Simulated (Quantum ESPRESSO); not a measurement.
# Al(100), stepped through the number of layers, part 5 of 7

Wanted: a table for Al(100) against the number of layers, and what can be fitted to it.

Quantum ESPRESSO 7.5; plane-wave DFT, PBE, GBRV ultrasoft pseudopotentials.

So far. Step 6 (Relaxation with pw.x, 5 layers): The relaxation lowers the energy by 2 meV an atom. On the free atoms the largest force ends at 0.013 eV/Å. Step 7 (Ground state, 5 layers): Inside the slab this potential holds the local part of the pseudopotentials, which can be repulsive at the nuclei; only its value in the vacuum has a meaning of its own.

## 8. Relaxation with pw.x, 12 layers

System of this step: Al(100), 12 layers. The cell holds 12 atoms: 12 Al. Cell: a = 2.856 Å, b = 2.856 Å, c = 38.176 Å, α = 90.0°, β = 90.0°, γ = 90.0°. It derives from Al. Vacuum lies along c.

The input, m6.relax.in:

```
&control
  prefix = 'm6.relax'
  outdir = './out'
  pseudo_dir = './pseudo'
  nstep = 40
  forc_conv_thr = 0.001
  calculation = 'relax'
/
&system
  ibrav = 0
  nat = 12
  ntyp = 1
  ecutwfc = 40
  ecutrho = 200
  occupations = 'smearing'
  smearing = 'mv'
  degauss = 0.02
/
&electrons
  conv_thr = 1e-08
  mixing_beta = 0.4
  electron_maxstep = 120
  mixing_mode = 'local-TF'
/
&ions
/
ATOMIC_SPECIES
  Al  26.9815  al_pbe_v1.uspp.F.UPF
CELL_PARAMETERS angstrom
  2.85639291368519 0.00000000000000 0.00000000000000
  0.00000000000000 2.85639291368519 0.00000000000000
  0.00000000000000 0.00000000000000 38.17623725023456
ATOMIC_POSITIONS crystal
  Al  0.500000000000 0.500000000000 0.209013716525
  Al  0.000000000000 0.000000000000 0.261920313521
  Al  0.500000000000 0.500000000000 0.314826910516 0 0 0
  Al  0.000000000000 0.000000000000 0.367733507511 0 0 0
  Al  0.500000000000 0.500000000000 0.420640104507 0 0 0
  Al  0.000000000000 0.000000000000 0.473546701502 0 0 0
  Al  0.500000000000 0.500000000000 0.526453298498 0 0 0
  Al  0.000000000000 0.000000000000 0.579359895493 0 0 0
  Al  0.500000000000 0.500000000000 0.632266492489 0 0 0
  Al  0.000000000000 0.000000000000 0.685173089484 0 0 0
  Al  0.500000000000 0.500000000000 0.738079686479
  Al  0.000000000000 0.000000000000 0.790986283475
K_POINTS automatic
  12 12 1 0 0 0
```

Launch:

```bash
OMP_NUM_THREADS=1 mpirun -n 4 pw.x -nk 4 -in m6.relax.in > m6.relax.out
```

What it wrote:

```text
[banner, memory and clock lines left out]
Program PWSCF v.7.5 starts
[...]
Message from routine setup:
[...]
number of electrons       =        36.00
     number of Kohn-Sham states=           22
     kinetic-energy cutoff     =      40.0000  Ry
     charge density cutoff     =     200.0000  Ry
[...]
number of k points=    28  Marzari-Vanderbilt smearing, width (Ry)=  0.0200
[...]
Dense  grid:   100253 G-vectors     FFT dimensions: (  30,  30, 360)
[...]
negative rho (up, down):  1.751E-04 0.000E+00
     Starting wfcs are   48 randomized atomic wfcs
[...]
negative rho (up, down):  4.009E-06 0.000E+00
[...]
estimated scf accuracy    <       1.14130841 Ry
[...]
negative rho (up, down):  2.462E-04 0.000E+00
[...]
estimated scf accuracy    <       0.68498470 Ry
[...]
estimated scf accuracy    <       0.02511595 Ry
[...]
estimated scf accuracy    <       0.01289912 Ry
[...]
negative rho (up, down):  3.850E-04 0.000E+00
[...]
estimated scf accuracy    <       0.01425607 Ry
[...]
negative rho (up, down):  4.846E-07 0.000E+00
[...]
estimated scf accuracy    <       0.02149817 Ry
[...]
negative rho (up, down):  7.059E-05 0.000E+00
[...]
estimated scf accuracy    <       0.00754513 Ry
[...]
negative rho (up, down):  8.159E-03 0.000E+00
[...]
estimated scf accuracy    <       0.00122953 Ry
[...]
negative rho (up, down):  5.052E-03 0.000E+00
[...]
estimated scf accuracy    <       0.01342103 Ry
[...]
negative rho (up, down):  2.263E-03 0.000E+00
[...]
estimated scf accuracy    <       0.00034374 Ry
[...]
negative rho (up, down):  4.309E-04 0.000E+00
[...]
estimated scf accuracy    <       0.00006080 Ry
[...]
negative rho (up, down):  3.189E-04 0.000E+00
[...]
estimated scf accuracy    <       0.00000731 Ry
[...]
negative rho (up, down):  1.640E-04 0.000E+00
[...]
estimated scf accuracy    <       0.00003523 Ry
[...]
negative rho (up, down):  2.263E-04 0.000E+00
[...]
estimated scf accuracy    <       0.00003468 Ry
[...]
negative rho (up, down):  2.248E-04 0.000E+00
[...]
estimated scf accuracy    <       0.00000021 Ry
[...]
negative rho (up, down):  2.221E-04 0.000E+00
[...]
estimated scf accuracy    <       0.00000341 Ry
[...]
negative rho (up, down):  2.229E-04 0.000E+00
[...]
estimated scf accuracy    <       0.00000129 Ry
[...]
negative rho (up, down):  2.235E-04 0.000E+00
[...]
estimated scf accuracy    <       0.00000024 Ry
[...]
negative rho (up, down):  2.238E-04 0.000E+00
[...]
estimated scf accuracy    <       0.00000001 Ry
[...]
negative rho (up, down):  2.236E-04 0.000E+00
[...]
the Fermi energy is     3.4715 ev
!    total energy              =     -80.42268611 Ry
     estimated scf accuracy    <          7.4E-09 Ry
     smearing contrib. (-TS)   =       0.00027010 Ry
     internal energy E=F+TS    =     -80.42295621 Ry
[...]
one-electron contribution =    -859.88525693 Ry
     hartree contribution      =     442.10968907 Ry
     xc contribution           =     -51.31274499 Ry
     ewald contribution        =     388.66535664 Ry
     convergence has been achieved in  20 iterations
     negative rho (up, down):  2.236E-04 0.000E+00
[...]
Total force =     0.008000     Total SCF correction =     0.000130
[...]
negative rho (up, down):  2.259E-04 0.000E+00
[...]
negative rho (up, down):  2.226E-04 0.000E+00
[...]
estimated scf accuracy    <       0.00004699 Ry
[...]
negative rho (up, down):  2.168E-04 0.000E+00
[...]
estimated scf accuracy    <       0.00002355 Ry
[...]
negative rho (up, down):  2.183E-04 0.000E+00
[...]
estimated scf accuracy    <       0.00000180 Ry
[...]
negative rho (up, down):  2.185E-04 0.000E+00
[...]
estimated scf accuracy    <       0.00000010 Ry
[...]
negative rho (up, down):  2.198E-04 0.000E+00
[...]
estimated scf accuracy    <       0.00000005 Ry
[...]
negative rho (up, down):  2.198E-04 0.000E+00
[...]
estimated scf accuracy    <       0.00000055 Ry
[...]
negative rho (up, down):  2.202E-04 0.000E+00
[...]
estimated scf accuracy    <       0.00000004 Ry
[...]
negative rho (up, down):  2.223E-04 0.000E+00
[...]
estimated scf accuracy    <       0.00000002 Ry
[...]
negative rho (up, down):  2.227E-04 0.000E+00
[...]
estimated scf accuracy    <       0.00000003 Ry
[...]
negative rho (up, down):  2.238E-04 0.000E+00
[...]
estimated scf accuracy    <       0.00000002 Ry
[...]
negative rho (up, down):  2.238E-04 0.000E+00
[...]
estimated scf accuracy    <       0.00000001 Ry
[...]
negative rho (up, down):  2.238E-04 0.000E+00
[...]
estimated scf accuracy    <       0.00000001 Ry
[...]
negative rho (up, down):  2.244E-04 0.000E+00
[...]
the Fermi energy is     3.4720 ev
!    total energy              =     -80.42274582 Ry
     estimated scf accuracy    <          2.8E-09 Ry
     smearing contrib. (-TS)   =       0.00027872 Ry
     internal energy E=F+TS    =     -80.42302454 Ry
[...]
one-electron contribution =    -859.89912959 Ry
     hartree contribution      =     442.11765765 Ry
     xc contribution           =     -51.31182943 Ry
     ewald contribution        =     388.67027683 Ry
     convergence has been achieved in  13 iterations
     negative rho (up, down):  2.244E-04 0.000E+00
[...]
Total force =     0.006928     Total SCF correction =     0.000041
[...]
WARNING: bfgs curvature condition failed, Theta= 0.924
[...]
negative rho (up, down):  2.294E-04 0.000E+00
[...]
negative rho (up, down):  2.253E-04 0.000E+00
[...]
estimated scf accuracy    <       0.00004820 Ry
[...]
negative rho (up, down):  2.186E-04 0.000E+00
[...]
estimated scf accuracy    <       0.00002367 Ry
[...]
negative rho (up, down):  2.207E-04 0.000E+00
[...]
estimated scf accuracy    <       0.00000195 Ry
[...]
negative rho (up, down):  2.210E-04 0.000E+00
[...]
estimated scf accuracy    <       0.00000006 Ry
[...]
negative rho (up, down):  2.223E-04 0.000E+00
[...]
estimated scf accuracy    <       0.00000005 Ry
[...]
negative rho (up, down):  2.218E-04 0.000E+00
[...]
estimated scf accuracy    <       0.00000049 Ry
[...]
negative rho (up, down):  2.223E-04 0.000E+00
[...]
estimated scf accuracy    <          9.5E-09 Ry
[...]
negative rho (up, down):  2.239E-04 0.000E+00
[...]
estimated scf accuracy    <       0.00000002 Ry
[...]
negative rho (up, down):  2.245E-04 0.000E+00
[...]
estimated scf accuracy    <          8.1E-09 Ry
[...]
negative rho (up, down):  2.250E-04 0.000E+00
[...]
estimated scf accuracy    <          6.4E-09 Ry
[...]
negative rho (up, down):  2.251E-04 0.000E+00
[...]
estimated scf accuracy    <          3.1E-10 Ry
[...]
negative rho (up, down):  2.254E-04 0.000E+00
[...]
the Fermi energy is     3.4725 ev
!    total energy              =     -80.42280226 Ry
     estimated scf accuracy    <          7.5E-11 Ry
     smearing contrib. (-TS)   =       0.00028832 Ry
     internal energy E=F+TS    =     -80.42309057 Ry
[...]
one-electron contribution =    -859.90717524 Ry
     hartree contribution      =     442.12309690 Ry
     xc contribution           =     -51.31080056 Ry
     ewald contribution        =     388.67178834 Ry
     convergence has been achieved in  12 iterations
     negative rho (up, down):  2.254E-04 0.000E+00
[...]
Total force =     0.005739     Total SCF correction =     0.000006
[...]
negative rho (up, down):  2.352E-04 0.000E+00
[...]
negative rho (up, down):  2.305E-04 0.000E+00
[...]
estimated scf accuracy    <       0.00004660 Ry
[...]
negative rho (up, down):  2.242E-04 0.000E+00
[...]
estimated scf accuracy    <       0.00002107 Ry
[...]
negative rho (up, down):  2.260E-04 0.000E+00
[...]
estimated scf accuracy    <       0.00000082 Ry
[...]
negative rho (up, down):  2.265E-04 0.000E+00
[...]
estimated scf accuracy    <       0.00000016 Ry
[...]
negative rho (up, down):  2.272E-04 0.000E+00
[...]
estimated scf accuracy    <       0.00000008 Ry
[...]
negative rho (up, down):  2.275E-04 0.000E+00
[...]
estimated scf accuracy    <          2.1E-09 Ry
[...]
negative rho (up, down):  2.276E-04 0.000E+00
[...]
estimated scf accuracy    <          2.3E-09 Ry
[...]
negative rho (up, down):  2.283E-04 0.000E+00
[...]
estimated scf accuracy    <          1.5E-09 Ry
[...]
negative rho (up, down):  2.283E-04 0.000E+00
[...]
estimated scf accuracy    <          8.2E-10 Ry
[...]
negative rho (up, down):  2.291E-04 0.000E+00
[...]
estimated scf accuracy    <          2.3E-10 Ry
[...]
negative rho (up, down):  2.291E-04 0.000E+00
[...]
estimated scf accuracy    <          3.0E-10 Ry
[...]
negative rho (up, down):  2.292E-04 0.000E+00
[...]
the Fermi energy is     3.4734 ev
!    total energy              =     -80.42286810 Ry
     estimated scf accuracy    <          7.8E-11 Ry
     smearing contrib. (-TS)   =       0.00030289 Ry
     internal energy E=F+TS    =     -80.42317099 Ry
[...]
one-electron contribution =    -859.90120041 Ry
     hartree contribution      =     442.12114054 Ry
     xc contribution           =     -51.30920697 Ry
     ewald contribution        =     388.66609586 Ry
     convergence has been achieved in  12 iterations
     negative rho (up, down):  2.292E-04 0.000E+00
[...]
Total force =     0.003952     Total SCF correction =     0.000011
[...]
negative rho (up, down):  2.406E-04 0.000E+00
[...]
negative rho (up, down):  2.311E-04 0.000E+00
[...]
estimated scf accuracy    <       0.00008244 Ry
[...]
negative rho (up, down):  2.186E-04 0.000E+00
[...]
estimated scf accuracy    <       0.00004539 Ry
[...]
negative rho (up, down):  2.223E-04 0.000E+00
[...]
estimated scf accuracy    <       0.00000099 Ry
[...]
negative rho (up, down):  2.242E-04 0.000E+00
[...]
estimated scf accuracy    <       0.00000045 Ry
[...]
negative rho (up, down):  2.281E-04 0.000E+00
[...]
estimated scf accuracy    <       0.00000030 Ry
[...]
negative rho (up, down):  2.283E-04 0.000E+00
[...]
estimated scf accuracy    <          7.0E-09 Ry
[...]
negative rho (up, down):  2.283E-04 0.000E+00
[...]
estimated scf accuracy    <          9.7E-09 Ry
[...]
negative rho (up, down):  2.296E-04 0.000E+00
[...]
estimated scf accuracy    <          8.0E-09 Ry
[...]
negative rho (up, down):  2.296E-04 0.000E+00
[...]
estimated scf accuracy    <          2.5E-09 Ry
[...]
negative rho (up, down):  2.306E-04 0.000E+00
[...]
the Fermi energy is     3.4748 ev
!    total energy              =     -80.42292231 Ry
     estimated scf accuracy    <          9.3E-11 Ry
     smearing contrib. (-TS)   =       0.00032508 Ry
     internal energy E=F+TS    =     -80.42324739 Ry
[...]
one-electron contribution =    -859.85694794 Ry
     hartree contribution      =     442.10080194 Ry
     xc contribution           =     -51.30671235 Ry
     ewald contribution        =     388.63961096 Ry
     convergence has been achieved in  10 iterations
     negative rho (up, down):  2.306E-04 0.000E+00
[...]
Total force =     0.001411     Total SCF correction =     0.000007
[...]
```

The job ended after 3.9 min (4 MPI ranks of Arm Neoverse V1, shared host; peak memory 0.65 GiB; 15 min of CPU time).

Step by step:

| step | energy less that of the first step (eV) | largest force (eV/Å) |
| --- | --- | --- |
| 1 | 0.0000 | 0.1141 |
| 2 | -0.0008 | 0.0974 |
| 3 | -0.0016 | 0.0789 |
| 4 | -0.0025 | 0.0509 |
| 5 | -0.0032 | 0.0243 |

The atoms that moved most (Å):

| atom | dx | dy | dz | length |
| --- | --- | --- | --- | --- |
| Al11 | 0.000 | 0.000 | -0.015 | 0.015 |
| Al2 | 0.000 | 0.000 | 0.015 | 0.015 |
| Al1 | 0.000 | 0.000 | -0.013 | 0.013 |
| Al12 | 0.000 | 0.000 | 0.013 | 0.013 |

 On the free atoms the largest force ends at 0.024 eV/Å.

This step gave:

| Quantity | Value |
| --- | --- |
| free energy | -1094.2096 eV |
| Fermi energy | 3.475 eV |

## 9. Self-consistent run, 12 layers

The input, m6.esm.in:

```
&control
  prefix = 'm6.esm'
  outdir = './out'
  pseudo_dir = './pseudo'
  calculation = 'scf'
  tprnfor = .true.
/
&system
  ibrav = 0
  nat = 12
  ntyp = 1
  ecutwfc = 40
  ecutrho = 200
  occupations = 'smearing'
  smearing = 'mv'
  degauss = 0.02
  assume_isolated = 'esm'
  esm_bc = 'bc1'
/
&electrons
  conv_thr = 1e-08
  mixing_beta = 0.25
  electron_maxstep = 160
  mixing_mode = 'local-TF'
  mixing_ndim = 12
/
ATOMIC_SPECIES
  Al  26.9815  al_pbe_v1.uspp.F.UPF
CELL_PARAMETERS angstrom
  2.85639291368519 0.00000000000000 0.00000000000000
  0.00000000000000 2.85639291368519 0.00000000000000
  0.00000000000000 0.00000000000000 38.17623725023456
ATOMIC_POSITIONS crystal
  Al  0.500000000000 0.500000000000 -0.291314776300
  Al  0.000000000000 0.000000000000 -0.237696764800
  Al  0.500000000000 0.500000000000 -0.185173089500
  Al  0.000000000000 0.000000000000 -0.132266492500
  Al  0.500000000000 0.500000000000 -0.079359895500
  Al  0.000000000000 0.000000000000 -0.026453298500
  Al  0.500000000000 0.500000000000 0.026453298500
  Al  0.000000000000 0.000000000000 0.079359895500
  Al  0.500000000000 0.500000000000 0.132266492500
  Al  0.000000000000 0.000000000000 0.185173089500
  Al  0.500000000000 0.500000000000 0.237696764800
  Al  0.000000000000 0.000000000000 0.291314776300
K_POINTS automatic
  12 12 1 0 0 0
```

Launch:

```bash
OMP_NUM_THREADS=1 mpirun -n 4 pw.x -nk 4 -in m6.esm.in > m6.esm.out
```

What it wrote:

```text
[banner, memory and clock lines left out]
Program PWSCF v.7.5 starts
[...]
Message from routine setup:
[...]
number of electrons       =        36.00
     number of Kohn-Sham states=           22
     kinetic-energy cutoff     =      40.0000  Ry
     charge density cutoff     =     200.0000  Ry
[...]
number of k points=    28  Marzari-Vanderbilt smearing, width (Ry)=  0.0200
[...]
Dense  grid:   100253 G-vectors     FFT dimensions: (  30,  30, 360)
[...]
negative rho (up, down):  1.741E-04 0.000E+00
     Starting wfcs are   48 randomized atomic wfcs
[...]
negative rho (up, down):  1.834E-05 0.000E+00
[...]
estimated scf accuracy    <       0.78268513 Ry
[...]
estimated scf accuracy    <       0.73988964 Ry
[...]
negative rho (up, down):  6.405E-04 0.000E+00
[...]
estimated scf accuracy    <       0.16446435 Ry
[...]
estimated scf accuracy    <       0.02694607 Ry
[...]
estimated scf accuracy    <       0.02533236 Ry
[...]
estimated scf accuracy    <       0.12416233 Ry
[...]
estimated scf accuracy    <       0.26532414 Ry
[...]
negative rho (up, down):  4.879E-05 0.000E+00
[...]
estimated scf accuracy    <       0.30264921 Ry
[...]
estimated scf accuracy    <       0.01167371 Ry
[...]
estimated scf accuracy    <       0.04174137 Ry
[...]
estimated scf accuracy    <       0.04315979 Ry
[...]
negative rho (up, down):  3.010E-03 0.000E+00
[...]
estimated scf accuracy    <       0.01811810 Ry
[...]
negative rho (up, down):  2.243E-04 0.000E+00
[...]
estimated scf accuracy    <       0.00000018 Ry
[...]
negative rho (up, down):  2.347E-04 0.000E+00
[...]
estimated scf accuracy    <       0.00000062 Ry
[...]
negative rho (up, down):  2.308E-04 0.000E+00
[...]
estimated scf accuracy    <       0.00000012 Ry
[...]
negative rho (up, down):  2.251E-04 0.000E+00
[...]
estimated scf accuracy    <       0.00000022 Ry
[...]
negative rho (up, down):  2.273E-04 0.000E+00
[...]
estimated scf accuracy    <       0.00000007 Ry
[...]
negative rho (up, down):  2.362E-04 0.000E+00
[...]
estimated scf accuracy    <       0.00000003 Ry
[...]
negative rho (up, down):  2.373E-04 0.000E+00
[...]
estimated scf accuracy    <       0.00000009 Ry
[...]
negative rho (up, down):  2.360E-04 0.000E+00
[...]
estimated scf accuracy    <       0.00000001 Ry
[...]
negative rho (up, down):  2.324E-04 0.000E+00
[...]
estimated scf accuracy    <       0.00000003 Ry
[...]
negative rho (up, down):  2.306E-04 0.000E+00
[...]
the Fermi energy is    -4.2914 ev
!    total energy              =     -80.42292207 Ry
     estimated scf accuracy    <          8.9E-09 Ry
     smearing contrib. (-TS)   =       0.00032554 Ry
     internal energy E=F+TS    =     -80.42324761 Ry
[...]
one-electron contribution =    8571.78946634 Ry
     hartree contribution      =   -4283.99808901 Ry
     xc contribution           =     -51.30670365 Ry
     ewald contribution        =   -4316.90792129 Ry
     convergence has been achieved in  83 iterations
     negative rho (up, down):  2.306E-04 0.000E+00
[...]
Total force =     0.003341     Total SCF correction =     0.000145
[...]
```

The job ended after 5.9 min (4 MPI ranks; peak memory 0.63 GiB; 23 min of CPU time).

This step gave:

- Fermi energy: -4.291 eV
- vacuum line at the lower end of the cell, over the Fermi level: 4.291 eV
- vacuum line at the upper end of the cell, over the Fermi level: 4.291 eV

Inside the slab this potential holds the local part of the pseudopotentials, which can be repulsive at the nuclei; only its value in the vacuum has a meaning of its own.

[end of part 5 of 7]

[Logs are printed without paths, hosts, clocks, repeated set-up lines and the standing remarks that a program may print on its own settings, such as how far it seeks lower states.]

[Hosts, paths, dates, database ids (printed as entryN), source tags and the programs' standing remarks are cut or masked in the printed files.]

[Maps of the electrostatic potential energy from Ansatz leave out the sawtooth potential of an applied field or a dipole correction, so their vacuum need not be flat; planar profiles and work functions include it.]
